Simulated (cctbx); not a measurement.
# A crystallographic session in cctbx: Mn2Cr

Library: cctbx 2025.11. The data are simulated by the first script.

## 1. Simulate the data

run.py:

```python
from cctbx import adptbx, crystal, miller, sgtbx, xray
from cctbx.array_family import flex
from iotbx.shelx import hklf
from scitbx import matrix
import scitbx.random

cs = crystal.symmetry(unit_cell=(6.72, 6.72, 6.72, 90, 90, 90), space_group_symbol='Hall: F 4d 2 3 -1d')  # Fd-3m
atoms = [  # label, site, U (iso, or U11 U22 U33 U12 U13 U23 in A^2), occupancy
    ("Mn1", (0.375, 0.125, 0.375), 0.0166, 1),
    ("Cr1", (0.25, 0.75, 0.25), 0.0140, 1),
]
xs = xray.structure(crystal_symmetry=cs)
for label, site, u, occ in atoms:
    u = adptbx.u_cif_as_u_star(cs.unit_cell(), u) if isinstance(u, tuple) else u
    xs.add_scatterer(xray.scatterer(label, site=site, u=u, occupancy=occ))
xs.set_inelastic_form_factors(0.71073, "sasaki")
xs.show_summary()
p1 = xs.expand_to_p1()
ms = miller.build_set(p1, anomalous_flag=True, d_min=0.75)
flex.set_random_seed(118266)
scitbx.random.set_random_seed(118266)
ms = ms.select(flex.random_double(ms.size()) < 0.5)
i = ms.structure_factors_from_scatterers(p1, algorithm="direct").f_calc().as_intensity_array().data()
i = i * 40000 / flex.max(i)
sig = flex.sqrt(i + flex.pow2(0.03 * i) + 4 ** 2)
noise = scitbx.random.variate(scitbx.random.normal_distribution())(i.size())
data = ms.array(data=i + sig * noise, sigmas=sig).set_observation_type_xray_intensity()
with open("data.hkl", "w") as f:
    data.export_as_shelx_hklf(f)
print("reflections written:", data.size(), " <I/sigma> = %.1f" % flex.mean(data.data() / data.sigmas()))
for h, a, b in list(data.sort("data"))[:12]:
    print("%4d%4d%4d %9.1f %7.1f" % (h + (a, b)))
```

```console
$ python run.py
```

```text
Number of scatterers: 2
At special positions: 2
Unit cell: (6.72, 6.72, 6.72, 90, 90, 90)
Space group: F d -3 m :1 (No. 227)
reflections written: 1509  <I/sigma> = 5.5
  -2   2   2   41206.0  1216.6
  -2  -2   2   39833.8  1216.6
   4   4   0   37682.8  1096.7
  -4   0  -4   37239.4  1096.7
   4   0  -4   35657.8  1096.7
  -4  -4   0   35365.6  1096.7
   0   4   4   33593.9  1096.7
   3   1   1   32166.8   914.8
  -1   3  -1   31476.4   914.8
   3  -1  -1   30905.1   914.8
   1   3  -1   30764.4   914.8
   1  -3   1   30615.5   914.8
```

Run time: 0.42 s on 1 thread of Arm Neoverse N1, on a shared host, peak memory 0.07 GiB.

## 2. Refinement (right model, isotropic)

run.py:

```python
import math
from cctbx import adptbx, crystal, maptbx, sgtbx, xray
from cctbx.array_family import flex
from cctbx.xray import observations
from iotbx.shelx import hklf
from scitbx.lstbx import normal_eqns_solving
from smtbx import absolute_structure, utils
from smtbx.refinement import constraints, least_squares

cs = crystal.symmetry(unit_cell=(6.72, 6.72, 6.72, 90, 90, 90), space_group_symbol='Hall: F 4d 2 3 -1d')  # Fd-3m
atoms = [  # label, site, U (iso, or U11 U22 U33 U12 U13 U23 in A^2), occupancy
    ("Mn1", (0.375, 0.125, 0.375), 0.0200, 1),
    ("Cr1", (0.25, 0.75, 0.25), 0.0200, 1),
]
xs = xray.structure(crystal_symmetry=cs)
for label, site, u, occ in atoms:
    u = adptbx.u_cif_as_u_star(cs.unit_cell(), u) if isinstance(u, tuple) else u
    xs.add_scatterer(xray.scatterer(label, site=site, u=u, occupancy=occ))
xs.set_inelastic_form_factors(0.71073, "sasaki")
raw = hklf.reader(file_name="data.hkl").as_miller_arrays(crystal_symmetry=cs, anomalous=True)[0]
merged = raw.eliminate_sys_absent().merge_equivalents()
fo2 = merged.array().set_observation_type_xray_intensity()
print("Rint %.3f, %d unique reflections to %.2f A" % (merged.r_int(), fo2.size(), fo2.d_min()))
for sc in xs.scatterers():
    sc.flags.set_grad_site(True)
    sc.flags.set_grad_u_aniso(sc.flags.use_u_aniso())
    sc.flags.set_grad_u_iso(sc.flags.use_u_iso())
obs = fo2.as_xray_observations()
extra = {}
rep = constraints.reparametrisation(xs, [], utils.connectivity_table(xs), **extra)
ls = least_squares.crystallographic_ls(obs, rep, weighting_scheme=least_squares.mainstream_shelx_weighting(a=0, b=0))
print("cycle     R1     wR2    GooF  max shift (A)")
for cycle in range(8):
    ls.build_up()
    r1, wr2, goof = ls.r1_factor(cutoff_factor=2)[0], ls.wR2(), ls.goof()
    old = xs.sites_cart()
    normal_eqns_solving.levenberg_marquardt_iterations(ls, n_max_iterations=3, tau=1e-06, step_threshold=1e-7)
    big = flex.max((xs.sites_cart() - old).norms())
    print("%4d %7.4f %7.4f %7.3f %9.5f" % (cycle + 1, r1, wr2, goof, big))
    ls.build_up(objective_only=True)
    if abs(ls.wR2() - wr2) < 5e-5 and big < 5e-4:
        break
ls.build_up()
print("final R1 %.4f wR2 %.4f GooF %.3f  parameters %d  data/parameter %.1f" % (ls.r1_factor(cutoff_factor=2)[0], ls.wR2(), ls.goof(), ls.n_parameters, fo2.size() / ls.n_parameters))
cov = ls.covariance_matrix_and_annotations()
su = dict(zip(cov.annotations, (math.sqrt(max(v, 0)) for v in cov.matrix.matrix_packed_u_diagonal())))
a2 = cs.unit_cell().reciprocal_parameters()[0] ** -2
print("atom        x        y        z      Ueq    occ   su(xyz)  su(Uiso or U11)")
for sc in xs.scatterers():
    s = max(su.get(sc.label + k, 0) for k in (".x", ".y", ".z"))
    npd = "" if sc.is_positive_definite_u(cs.unit_cell()) else "  NPD"
    print("%-5s %8.5f %8.5f %8.5f %8.4f %6.3f %8.5f %7.4f%s" % ((sc.label,) + sc.site + (sc.u_iso_or_equiv(cs.unit_cell()), sc.occupancy, s, su.get(sc.label + ".uiso", su.get(sc.label + ".u11", 0) * a2), npd)))
fo = fo2.f_sq_as_f()
fc = fo.structure_factors_from_scatterers(xs, algorithm="direct").f_calc()
diff = fo.f_obs_minus_f_calc(1 / math.sqrt(ls.scale_factor()), fc).average_bijvoet_mates()
m = diff.fft_map(symmetry_flags=maptbx.use_space_group_symmetry, resolution_factor=0.25).apply_volume_scaling()
print("difference map: max %.2f min %.2f rms %.2f" % (m.statistics().max(), m.statistics().min(), m.statistics().sigma()))
peaks = m.peak_search(parameters=maptbx.peak_search_parameters(min_distance_sym_equiv=0.6, max_clusters=6)).all()
near = xs.closest_distances(peaks.sites(), distance_cutoff=4)
sps = cs.special_position_settings(min_distance_sym_equiv=0.5)
for k, (x, h) in enumerate(zip(peaks.sites(), peaks.heights())):
    ss = sps.site_symmetry(x)
    print("Q%-3d %7.4f %7.4f %7.4f %4d %7.2f  %.2f A from %s" % ((k + 1,) + tuple(t % 1 for t in ss.exact_site()) + (ss.multiplicity(), h, near.smallest_distances[k], xs.scatterers()[near.i_seqs[k]].label)))
```

```console
$ python run.py
```

```text
Rint 0.024, 30 unique reflections to 0.75 A
cycle     R1     wR2    GooF  max shift (A)
   1  0.0472  0.1181  10.252   0.00000
   2  0.0067  0.0121   1.049   0.00000
final R1 0.0067 wR2 0.0121 GooF 1.049  parameters 2  data/parameter 15.0
atom        x        y        z      Ueq    occ   su(xyz)  su(Uiso or U11)
Mn1    0.37500  0.12500  0.37500   0.0166  1.000  0.00000  0.0001
Cr1    0.25000  0.75000  0.25000   0.0139  1.000  0.00000  0.0001
difference map: max 0.09 min -0.21 rms 0.05
Q1    0.0500  0.0500  0.1815   96    0.10  0.81 A from Mn1
Q2    0.0278  0.1250  0.1250   96    0.09  0.65 A from Mn1
Q3    0.1250  0.1250  0.6250   16    0.08  1.45 A from Cr1
Q4    0.0000  0.0000  0.5000    8    0.07  0.00 A from Cr1
Q5    0.0142  0.1176  0.3824   96    0.06  1.12 A from Cr1
Q6    0.0000  0.0000  0.0000    8    0.06  1.45 A from Mn1
```

Time: 0.61 s.

## 3. Refinement (right model, anisotropic)

run.py, as its changes from the last script of this kind:

```diff
@@ -12,2 +12,2 @@
-    ("Mn1", (0.375, 0.125, 0.375), 0.0200, 1),
-    ("Cr1", (0.25, 0.75, 0.25), 0.0200, 1),
+    ("Mn1", (0.375, 0.125, 0.375), 0.0166, 1),
+    ("Cr1", (0.25, 0.75, 0.25), 0.0139, 1),
@@ -19,0 +20 @@
+xs.convert_to_anisotropic()
```

```console
$ python run.py
```

```text
Rint 0.024, 30 unique reflections to 0.75 A
cycle     R1     wR2    GooF  max shift (A)
   1  0.0067  0.0121   1.073   0.00000
   2  0.0067  0.0121   1.068   0.00000
final R1 0.0067 wR2 0.0121 GooF 1.068  parameters 3  data/parameter 10.0
atom        x        y        z      Ueq    occ   su(xyz)  su(Uiso or U11)
Mn1    0.37500  0.12500  0.37500   0.0166  1.000  0.00000  0.0001
Cr1    0.25000  0.75000  0.25000   0.0139  1.000  0.00000  0.0001
difference map: max 0.18 min -0.23 rms 0.06
Q1    0.0497  0.0497  0.1676   96    0.18  0.77 A from Mn1
Q2    0.0405  0.0405  0.4595   32    0.11  0.47 A from Cr1
Q3    0.0272  0.1530  0.8470   96    0.10  1.06 A from Mn1
Q4    0.0000  0.0000  0.2280   48    0.09  1.37 A from Mn1
Q5    0.1250  0.1250  0.6250   16    0.08  1.45 A from Cr1
Q6    0.0495  0.0495  0.9505   32    0.07  1.37 A from Mn1
```

Time: 0.67 s.

## 4. Refinement

run.py, as its changes from the last script of this kind:

```diff
@@ -19 +19 @@
-xs.set_inelastic_form_factors(0.71073, "sasaki")
+xs.set_inelastic_form_factors(1.54184, "sasaki")
@@ -34 +34 @@
-for cycle in range(8):
+for cycle in range(12):
```

```console
$ python run.py
```

```text
Rint 0.024, 30 unique reflections to 0.75 A
cycle     R1     wR2    GooF  max shift (A)
   1  0.0132  0.0455   4.022   0.00000
   2  0.0077  0.0181   1.598   0.00000
final R1 0.0077 wR2 0.0181 GooF 1.598  parameters 3  data/parameter 10.0
atom        x        y        z      Ueq    occ   su(xyz)  su(Uiso or U11)
Mn1    0.37500  0.12500  0.37500   0.0162  1.000  0.00000  0.0002
Cr1    0.25000  0.75000  0.25000   0.0147  1.000  0.00000  0.0002
difference map: max 0.17 min -0.29 rms 0.07
Q1    0.0527  0.0527  0.3428   96    0.17  1.17 A from Cr1
Q2    0.0000  0.0000  0.2382   48    0.14  1.41 A from Mn1
Q3    0.1250  0.1250  0.1250   16    0.13  0.00 A from Mn1
Q4    0.0000  0.0000  0.0000    8    0.13  1.45 A from Mn1
Q5    0.0439  0.0439  0.8407   96    0.09  1.28 A from Mn1
Q6    0.1250  0.1250  0.6250   16    0.05  1.45 A from Cr1
```

Time: 0.89 s.

This run holds a fault made on purpose: dispersion terms of the wrong wavelength.

## 5. Refinement

run.py, as its changes from the last script of this kind:

```diff
@@ -12 +11,0 @@
-    ("Mn1", (0.375, 0.125, 0.375), 0.0166, 1),
@@ -19 +18 @@
-xs.set_inelastic_form_factors(1.54184, "sasaki")
+xs.set_inelastic_form_factors(0.71073, "sasaki")
```

```console
$ python run.py
```

```text
Rint 0.024, 30 unique reflections to 0.75 A
cycle     R1     wR2    GooF  max shift (A)
   1  0.7066  0.8614  73.499   0.00000
   2  0.7034  0.8584  73.238   0.00000
final R1 0.7033 wR2 0.8584 GooF 73.238  parameters 1  data/parameter 30.0
atom        x        y        z      Ueq    occ   su(xyz)  su(Uiso or U11)
Cr1    0.25000  0.75000  0.25000   0.0043  1.000  0.00000  0.0187
difference map: max 141.35 min -42.53 rms 11.32
Q1    0.0000  0.0000  0.5000    8  141.35  0.00 A from Cr1
Q2    0.1250  0.1250  0.1250   16   80.70  2.79 A from Cr1
Q3    0.1151  0.1151  0.3849   32   17.39  1.34 A from Cr1
Q4    0.0000  0.0000  0.2456   48   17.38  1.71 A from Cr1
Q5    0.0000  0.0000  0.1027   48    4.70  2.57 A from Cr1
Q6    0.0154  0.1164  0.6164   96    3.96  1.11 A from Cr1
```

Time: 0.83 s.

This run holds a fault made on purpose: atom left out: Mn1.

## 6. Refinement

run.py, as its changes from the last script of this kind:

```diff
@@ -12 +12 @@
-    ("Cr1", (0.25, 0.75, 0.25), 0.0139, 1),
+    ("Mn1", (0.375, 0.125, 0.375), 0.0166, 1),
```

```console
$ python run.py
```

```text
Rint 0.024, 30 unique reflections to 0.75 A
cycle     R1     wR2    GooF  max shift (A)
   1  0.7155  0.9013  78.266   0.00000
   2  0.7104  0.8895  77.236   0.00000
final R1 0.7114 wR2 0.8895 GooF 77.235  parameters 2  data/parameter 15.0
atom        x        y        z      Ueq    occ   su(xyz)  su(Uiso or U11)
Mn1    0.37500  0.12500  0.37500  -0.0044  1.000  0.00000  0.0204  NPD
difference map: max 186.64 min -159.84 rms 24.95
Q1    0.1250  0.1250  0.1250   16  211.73  0.00 A from Mn1
Q2    0.0000  0.0000  0.5000    8  180.01  2.79 A from Mn1
Q3    0.0000  0.0000  0.2452   48   41.74  1.44 A from Mn1
Q4    0.0455  0.1496  0.8504   96   24.92  1.17 A from Mn1
Q5    0.1250  0.1250  0.6250   16   15.80  2.38 A from Mn1
Q6    0.0000  0.0000  0.1055   48    6.09  1.20 A from Mn1
```

It took 0.68 s on 1 thread of Arm Neoverse N1 (shared host), peak memory 0.09 GiB.

This run holds a fault made on purpose: atom left out: Cr1.

[Logs are printed without paths, hosts, clocks, repeated set-up lines and the standing remarks that a program may print on its own settings, such as how far it seeks lower states.]
